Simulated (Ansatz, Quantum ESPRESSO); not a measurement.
# Hf [001], hcp: pulling along c

The c axis is held at a set length while the cell relaxes sideways. How do the lateral strain and the stress follow? The strained cell has c along the load; unstrained it is a = 3.1586 Å, b = 3.1586 Å, c = 4.9985 Å, α = 90.00°, β = 90.00°, γ = 120.00°, with 2 atoms.

Calculated with Ansatz 0.2.0, PBEsol, PAW files of the set soft_1, cutoff 600 eV, Fermi–Dirac smearing 0.05 eV, k-mesh 16×16×9, no spin polarisation, no spin-orbit coupling.

Relaxed positions at 0 %:

```csv
atom,x,y,z
Hf,0.3333,0.6667,0.7500
Hf,0.6667,0.3333,0.2500
```

```csv
ε_c (%),a (Å),c (Å),ε_a (%),"σ (GPa, tension positive)"
−3,3.1863,4.8486,0.876,−5.24
−1,3.1676,4.9485,0.284,−1.66
0,3.1586,4.9985,0.000,0.00
1,3.1501,5.0485,−0.269,1.57
2,3.1416,5.0985,−0.538,3.07
3,3.1333,5.1485,−0.802,4.54
```

**Question.** Fit both responses and give the free strain and the stress at −2 %, a row left out above.

Least squares with y = y0 + y1 ε + y2 ε² (ε in %) gives ε_a = 0.003 + (−0.2791) ε + (0.0039) ε² and σ = −0.01 + (1.626) ε + (−0.038) ε² GPa. The linear terms put the ratio of free to applied strain at −0.279 and the Young modulus at 163 GPa.

At −2 % the free strain comes out as 0.576 %. The run itself gives 0.574 %, so the estimate misses by 0.002 %; the fitted rows themselves lie up to 0.004 % off the law.

The stress comes out as −3.41 GPa. The run itself gives −3.42 GPa, so the estimate misses by 0.01 GPa, a rounding's worth.

The negative ε² term means that the crystal stiffens in compression and softens in tension.

The same fit over all rows at other levels or in other programs gives the strain ratio = −0.275 with PBEsol (Quantum ESPRESSO, GBRV).

[Logs are printed without paths, hosts, clocks, repeated set-up lines and the standing remarks that a program may print on its own settings, such as how far it seeks lower states.]
